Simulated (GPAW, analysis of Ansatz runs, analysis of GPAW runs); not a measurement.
# Substitutional N in diamond: charge-transition level, PBE (GPAW), part 4 of 4

Subject: substitutional N in diamond. Wanted: its charge-transition level, in one set-up (PBE, plane waves 500 eV, 64-site cell, PBE lattice, k: the zone centre alone then 2x2x2 shifted, started with the impurity moved along one bond, dielectric constants 5.7 and 5.7 (handbook)). The model is a cell of 64 host atoms with 1 C taken out and 1 N put in. The level is the Fermi energy at which two charge states have equal formation energy, after a correction for the images of the charge. A local or semilocal functional is the cheapest first rung.

GPAW 26.7.0; PBE, plane waves 500 eV, 64-site cell, PBE lattice, k: the zone centre alone then 2x2x2 shifted, started with the impurity moved along one bond, dielectric constants 5.7 and 5.7 (handbook).

So far: The structure; Relaxation, charge +1; Single point, charge +1; Relaxation, charge 0.

## Step 5: Single point, charge 0

This step: GPAW plane-wave PAW DFT, PBE; single point of a defect supercell.

File run.py:

```python
import numpy as np
from ase.io import read, write
from ase.parallel import parprint, world
from gpaw import GPAW, PW

atoms = read('POSCAR')
magmoms = np.zeros(len(atoms))
magmoms[[7, 3, 26, 48]] = 1 / 4
atoms.set_initial_magnetic_moments(magmoms)
calc = GPAW(mode=PW(500),
            xc='PBE',
            kpts={'size': (2, 2, 2), 'gamma': False},
            occupations={'name': 'fermi-dirac', 'width': 0.01, 'fixmagmom': True},
            nbands=137,
            convergence={'density': 1e-05, 'bands': 134},
            maxiter=150,
            symmetry={'point_group': False},
            txt='gpaw.txt')
atoms.calc = calc
energy = atoms.get_potential_energy()
forces = atoms.get_forces()
parprint(f'Energy: {energy:.6f} eV, largest force {np.linalg.norm(forces, axis=1).max():.4f} eV/A')
calc.write('gs.gpw')
write('final.xyz', atoms)
parprint('Moments:', atoms.get_magnetic_moments().round(3))
for s in range(calc.get_number_of_spins()):
    parprint('Levels (eV), spin', s, calc.get_eigenvalues(kpt=0, spin=s)[-16:].round(3))
field = calc.get_electrostatic_potential()
if world.rank == 0:
    np.save('potential.npy', field)
field = calc.get_pseudo_density()
if world.rank == 0:
    np.save('density.npy', field)
field = calc.get_pseudo_density(spin=0) - calc.get_pseudo_density(spin=1)
if world.rank == 0:
    np.save('spin.npy', field)
```

File POSCAR:

```
C  N  C 
 1.0000000000000000
     7.1439157092080041   -0.0000000000000009   -0.0000000000000000
     0.0000000000000004    7.1439157092080050   -0.0000000000000000
    -0.0000000000000004   -0.0000000000000018    7.1439157092080032
 C   N   C  
   7   1  56
Direct
 -0.0026373155517100 -0.0021649429569927  0.2493076573824037
 -0.0026574935613434  0.2499417158153946 -0.0027998230682116
[... 1 atom line left out ...]
  0.2305491661774651  0.2310272359278681  0.2304105601187846
  0.1227136175291168  0.1231923479816041  0.3713733515333045
[... 2 atom lines left out ...]
  0.3914679181328192  0.3919438392016554  0.3913325581930661
[... 5 atom lines left out ...]
  0.1275936093178028  0.3747063261888300  0.6235360985934476
  0.3742325258057099  0.1280762227948288  0.6235268991567975
[... 5 atom lines left out ...]
  0.1275871492751765  0.6241464305426866  0.3740878586452802
[... 1 atom line left out ...]
  0.3742406404031322  0.6241423235513396  0.1274527453937362
[... 3 atom lines left out ...]
  0.2561403569811803  0.5033772872438712  0.5027603664710910
[... 9 atom lines left out ...]
  0.6236527139111402  0.1280747432141015  0.3740863580676647
  0.6236703652952177  0.3747119267588294  0.1274491213308198
[... 3 atom lines left out ...]
  0.5028998963928557  0.2566443886840404  0.5027541023994220
[... 6 atom lines left out ...]
  0.5029112431112800  0.5033713059302976  0.2560024368208501
[... 14 atom lines left out ...]
  0.8749318769178118  0.8754027377365735  0.8748028146447491
```

Command:

```console
> OMP_NUM_THREADS=1 mpirun -n 4 gpaw python run.py > stdout
```

Log:

```text
__  _  _
 | _ |_)|_||  |
 |__||  | ||/\| - 26.7.0

Input parameters:
  mode=PW(ecut=500.0),
  convergence={'density': 1e-05, 'bands': 134},
  kpts=MonkhorstPack(size=(2, 2, 2), gamma=False),
  maxiter=150,
  nbands=137,
  occupations=Occupations(name='fermi-dirac', width=0.01, fixmagmom=True),
  symmetry=Symmetry(point_group=False),
  xc=XC(name='PBE')

Diagonalizing LCAO Hamiltonian
Converting LCAO to pw mode

                 C        C
            C  C     C C
         C   C C  C   C C
          C C   C C  C   C
          CC    CC CC     C
       C    C C      CCC
        C      CNC    CCC
         CCC C    C C
          C C   C  C C   C
       C   C  C C  C  C
        C     C  C     C
           C        C

Atoms  # Å, Bohr magnetons
|    | symbol |         x |         y |         z |    initial magnetic moments |
|----|--------|-----------|-----------|-----------|-----------------------------|
|  0 |      C | -0.018841 | -0.015466 |  1.781033 | ( 0.0000,  0.0000,  0.0000) |
|  1 |      C | -0.018985 |  1.785563 | -0.020002 | ( 0.0000,  0.0000,  0.0000) |
|  2 |      C |  1.782213 | -0.015480 | -0.019960 | ( 0.0000,  0.0000,  0.0000) |
|  3 |      C |  1.647024 |  1.650439 |  1.646034 | ( 0.0000,  0.0000,  0.2500) |
|  4 |      C |  0.876656 |  0.880076 |  2.653060 | ( 0.0000,  0.0000,  0.0000) |
|  5 |      C |  0.876613 |  2.657507 |  0.875714 | ( 0.0000,  0.0000,  0.0000) |
|  6 |      C |  2.654195 |  0.880100 |  0.875692 | ( 0.0000,  0.0000,  0.0000) |
|  7 |      N |  2.796614 |  2.800014 |  2.795647 | ( 0.0000,  0.0000,  0.2500) |
|  8 |      C | -0.000939 |  0.002268 |  5.349811 | ( 0.0000,  0.0000,  0.0000) |
|  9 |      C |  0.008696 |  1.790320 |  3.560715 | ( 0.0000,  0.0000,  0.0000) |
| 10 |      C |  1.786869 |  0.012129 |  3.560776 | ( 0.0000,  0.0000,  0.0000) |
[...]
| 59 |      C |  5.360952 |  5.364310 |  5.360008 | ( 0.0000,  0.0000,  0.0000) |
| 60 |      C |  4.467477 |  4.470990 |  6.260726 | ( 0.0000,  0.0000,  0.0000) |
| 61 |      C |  4.467675 |  6.265096 |  4.466565 | ( 0.0000,  0.0000,  0.0000) |
| 62 |      C |  6.261821 |  4.471090 |  4.466702 | ( 0.0000,  0.0000,  0.0000) |
| 63 |      C |  6.250440 |  6.253803 |  6.249518 | ( 0.0000,  0.0000,  0.0000) |

Unit cell  # Å
| periodic |         x |         y |         z |  lengths |    angles |
|----------|-----------|-----------|-----------|----------|-----------|
|      yes |  7.143916 | -0.000000 | -0.000000 | 7.143916 | 90.000000 |
|      yes |  0.000000 |  7.143916 | -0.000000 | 7.143916 | 90.000000 |
|      yes | -0.000000 | -0.000000 |  7.143916 | 7.143916 | 90.000000 |

Number of symmetries: 1
Symmetry operations  # r_c * U_cc + t_c -> r_c
|   | kind |            matrix            |
|---|------|------------------------------|
| 0 |  E   |  1, 0, 0,  0, 1, 0,  0, 0, 1 |

BZ-sampling:
  Number of BZ points: 8
  Number of IBZ points: 4

  Monkhorst-Pack size: [2, 2, 2]
  Monkhorst-Pack shift: [0, 0, 0]

K-points  # in reciprocal-cell coordinates
|   |                                coordinates |     weight |
|---|--------------------------------------------|------------|
| 0 | (  0.25000000,  -0.25000000,  -0.25000000) | 0.25000000 |
| 1 | (  0.25000000,  -0.25000000,   0.25000000) | 0.25000000 |
| 2 | (  0.25000000,   0.25000000,  -0.25000000) | 0.25000000 |
| 3 | (  0.25000000,   0.25000000,   0.25000000) | 0.25000000 |

Plane wave coefficients: 9249
Cutoff: 500.0 eV

Spin-components: 2 (collinear spins)
Bands:           137
Projectors:      320
Spin-degeneracy: 1
Datatype:        complex128

Density:
  Valence electrons: 257.0
  Components: 2
  Grid points: [40 40 40]
  Charge: 0.0  # |e|

Potential:
  Grid points: [40 40 40]

species:
  C:
    name:    Carbon
    Z:       6.0
    valence: 4
    core:    2
    charge:  0.0  # [|e|]
    compensation charges:
      type: gauss
      rc: 0.20  # [Å]
      lmax: 2
    cutoffs:
      filter: 1.14  # [Å]
      core: 1.14  # [Å]
    projectors
    | kind |    occ | energy [eV] | rcut [Å] |
    |------|--------|-------------|----------|
    |   2s |  2.000 |     -13.751 |    0.635 |
    |   2p |  2.000 |      -5.284 |    0.635 |
    |    s |        |      13.461 |    0.635 |
    |    p |        |      21.927 |    0.635 |
    |    d |        |       0.000 |    0.635 |

    Using partial waves for C as LCAO basis

  N:
    name:    Nitrogen
    Z:       7.0
    valence: 5
    core:    2
    charge:  0.0  # [|e|]
    compensation charges:
      type: gauss
      rc: 0.18  # [Å]
      lmax: 2
    cutoffs:
      filter: 1.11  # [Å]
      core: 0.96  # [Å]
    projectors
    | kind |    occ | energy [eV] | rcut [Å] |
    |------|--------|-------------|----------|
    |   2s |  2.000 |     -18.583 |    0.603 |
    |   2p |  3.000 |      -7.089 |    0.529 |
    |    s |        |       8.629 |    0.603 |
    |    p |        |      20.123 |    0.529 |
    |    d |        |       0.000 |    0.577 |

    Using partial waves for N as LCAO basis

Reference energy: -66222.292779  # eV

eigensolver:
  PPCG
  Converge bands: 134
  niter=2

density mixing:
  MSR1-Mixer
  Pratt-step length: 0.05
  Maximum mixing coefficient: 0.75
  Old densities: 10
  SVD Regularization: 0.005
  Good broyden scale: 1.0
  Trust region scale: 1.0
  Backstep threshold: 4.0
  History deletion threshold: 6.0
  Fourier metric: weight=20.0, sigma=0.015

occupation numbers:
  Fixed magnetic moment: 1.000
  Fermi-Dirac:
    width: 0.0100  # eV

poisson solver:
  ecut: 4000.0  # eV

xc functional:
  name: PBE with 2 nearest neighbor stencil

Initialization done in: 15.771 s

convergence criteria:
- Maximum integral of absolute [dens]ity change: 1e-05 electrons / valence electron
- Maximum [total energy] change in last 3 cyles: 0.0005 eV / valence electron
- Maximum integral of absolute [eigenst]ate change: 4e-08 eV^2 / valence electron
maximum number of iterations: 150

SCF iterations
|iter     | |      energy | eigst |  dens |  magmom |
|---------|-|-------------|-------|-------|---------|
|iter:   1| | -591.574447 | +0.19 |       |  +0.9984|
|iter:   2| | -589.532795 | -1.61 | -0.79 |  +0.9985|
|iter:   3| | -576.522082 | -1.15 | -0.82 |  +0.9995|
|iter:   4| | -576.321655 | -1.26 | -1.44 |  +0.9999|
|iter:   5| | -576.159493 | -1.53 | -2.10 |  +0.9999|
|iter:   6| | -576.166380 | -1.81 | -2.36 |  +1.0000|
|iter:   7| | -576.166360c| -1.95 | -2.79 |  +1.0000|
|iter:   8| | -576.166656c| -1.92 | -3.31 |  +1.0000|
|iter:   9| | -576.166724c| -1.97 | -3.75 |  +1.0000|
|iter:  10| | -576.166752c| -2.11 | -4.04 |  +1.0000|
|iter:  11| | -576.166755c| -2.32 | -4.37 |  +1.0000|
|iter:  12| | -576.166756c| -2.69 | -4.72 |  +1.0000|
|iter:  13| | -576.166756c| -2.93 | -5.06c|  +1.0000|
|iter:  14| | -576.166756c| -3.18 | -5.35c|  +1.0000|
|iter:  15| | -576.166756c| -3.48 | -5.78c|  +1.0000|
|iter:  16| | -576.166756c| -3.68 | -6.08c|  +1.0000|
|iter:  17| | -576.166756c| -4.00 | -6.44c|  +1.0000|
|iter:  18| | -576.166756c| -4.20 | -6.67c|  +1.0000|
|iter:  19| | -576.166756c| -4.50 | -7.06c|  +1.0000|
|iter:  20| | -576.166756c| -4.75 | -7.35c|  +1.0000|
|iter:  21| | -576.166756c| -5.02 | -7.73c|  +1.0000|
|iter:  22| | -576.166756c| -5.27 | -7.94c|  +1.0000|
|iter:  23| | -576.166756c| -5.57 | -8.35c|  +1.0000|
|iter:  24| | -576.166756c| -5.78 | -8.60c|  +1.0000|
|iter:  25| | -576.166756c| -6.08 | -8.90c|  +1.0000|
|iter:  26| | -576.166756c| -6.29 | -9.07c|  +1.0000|
|iter:  27| | -576.166756c| -6.54 | -9.33c|  +1.0000|
|iter:  28| | -576.166756c| -6.80 | -9.68c|  +1.0000|
|iter:  29| | -576.166756c| -7.06 | -9.98c|  +1.0000|
|iter:  30| | -576.166756c| -7.27 |-10.28c|  +1.0000|
|iter:  31| | -576.166756c| -7.55c|-10.49c|  +1.0000|

Converged in 31 steps
SCF loop duration: 275.262 s (8.879 s/step)
Energy contributions relative to reference atoms: (reference = -66222.292779)

Energy contributions:
  Kinetic:         518.011485
  Coulomb:        -485.485256
  Zero:              0.637105
  External:          0.000000
  Xc:             -609.330089
  Entropy:           0.000000
  Spinorbit:         0.000000
  ----------------------------
  Free energy:    -576.166756
  Extrapolated:   -576.166756

dipole moment: (-0.049712, -55.757693, -0.302782)  # |e|*Ang

Total magnetic moment: (0.000000, 0.000000, 1.000000)

Local magnetic moments
|        x |        y |         z |
|----------|----------|-----------|
| 0.000000 | 0.000000 |  0.011969 |  # C    0
| 0.000000 | 0.000000 |  0.011976 |  # C    1
| 0.000000 | 0.000000 |  0.011970 |  # C    2
| 0.000000 | 0.000000 |  0.244725 |  # C    3
| 0.000000 | 0.000000 | -0.008251 |  # C    4
| 0.000000 | 0.000000 | -0.008253 |  # C    5
| 0.000000 | 0.000000 | -0.008253 |  # C    6
| 0.000000 | 0.000000 |  0.106882 |  # N    7
| 0.000000 | 0.000000 |  0.000472 |  # C    8
| 0.000000 | 0.000000 |  0.003932 |  # C    9
[...]
Fermi levels: 15.954, 13.859
Eigenvalues  # (at kpt = [0.250, -0.250, -0.250])
| band index |      eig [eV] | occ [0-1] |      eig [eV] | occ [0-1] |
|------------|---------------|-----------|---------------|-----------|
|          0 |        -9.370 |     1.000 |        -9.301 |     1.000 |
|        ... |               |           |               |           |
|        121 |         9.916 |     1.000 |         9.923 |     1.000 |
|        122 |         9.943 |     1.000 |         9.966 |     1.000 |
|        123 |        10.057 |     1.000 |        10.068 |     1.000 |
|        124 |        10.131 |     1.000 |        10.145 |     1.000 |
|        125 |        10.293 |     1.000 |        10.418 |     1.000 |
|        126 |        11.247 |     1.000 |        11.259 |     1.000 |
|        127 |        11.397 |     1.000 |        11.483 |     1.000 |
|        128 |        14.589 |     1.000 |        15.622 |     0.000 |
|        129 |        16.760 |     0.000 |        16.809 |     0.000 |
|        130 |        16.902 |     0.000 |        16.910 |     0.000 |
|        131 |        16.979 |     0.000 |        16.997 |     0.000 |
|        132 |        17.121 |     0.000 |        17.135 |     0.000 |
|        133 |        17.225 |     0.000 |        17.240 |     0.000 |
|        134 |        17.383 |     0.000 |        17.448 |     0.000 |
|        135 |        17.731 |     0.000 |        17.758 |     0.000 |
|        136 |        17.795 |     0.000 |        17.805 |     0.000 |

Gap: 0.716 eV
Transition (v -> c):
  (s=1, k=3, n=128, [0.25, 0.25, 0.25]) -> (s=0, k=3, n=129, [0.25, 0.25, 0.25])
No difference between direct/indirect transitions

Forces  # eV/Ang
|        x |        y |        z |
|----------|----------|----------|
[...]
|  0.00291 |  0.00488 |  0.00179 |  # C   59
|  0.00871 |  0.00563 | -0.01329 |  # C   60
|  0.00303 | -0.01324 |  0.00312 |  # C   61
| -0.01549 |  0.00290 |  0.00326 |  # C   62
|  0.01142 |  0.00834 |  0.00794 |  # C   63

# Writing to gs.gpw (mode='')
```

It took 5 min on 4 MPI ranks of Arm Neoverse V2, shared host; peak memory 2.3 GiB; 20 min of CPU time.

Numbers from this step:

* total moment: 1.000 μB

## Step 6: Charge-transition levels

Analysis of the runs above: levels from GPAW plane-wave PAW DFT, PBE energies with an image-charge correction aligned at atomic sites (own code after Kumagai and Oba).

It gives:

```yaml
gap: 4.120 eV
```

## Step 7: Outcome

- static dielectric constant used: 5.7
- band gap of the host: 4.12 eV
- (plus 1/0) level below the conduction-band bottom: 1.25 eV

What this shows: (+1/0) level below the conduction-band bottom: computed 1.25 eV, measured 1.7 eV; 0.45 eV shallower than the measurement. The level is counted in a gap of 4.12 eV, and the correction is screened by a dielectric constant of 5.7 from a handbook. Levels hang on the band edges, which semilocal functionals place too close together. Limits: the periodic copies of the defect are only 7.1 Å apart.

[Logs are printed without paths, hosts, clocks, repeated set-up lines and the standing remarks that a program may print on its own settings, such as how far it seeks lower states.]

[Hosts, paths, dates, database ids (printed as entryN), source tags and the programs' standing remarks are cut or masked in the printed files.]

[For some hosts the program warned that the k-mesh of the response run may be too coarse for force constants and the static dielectric constant; such warnings are not shown here.]
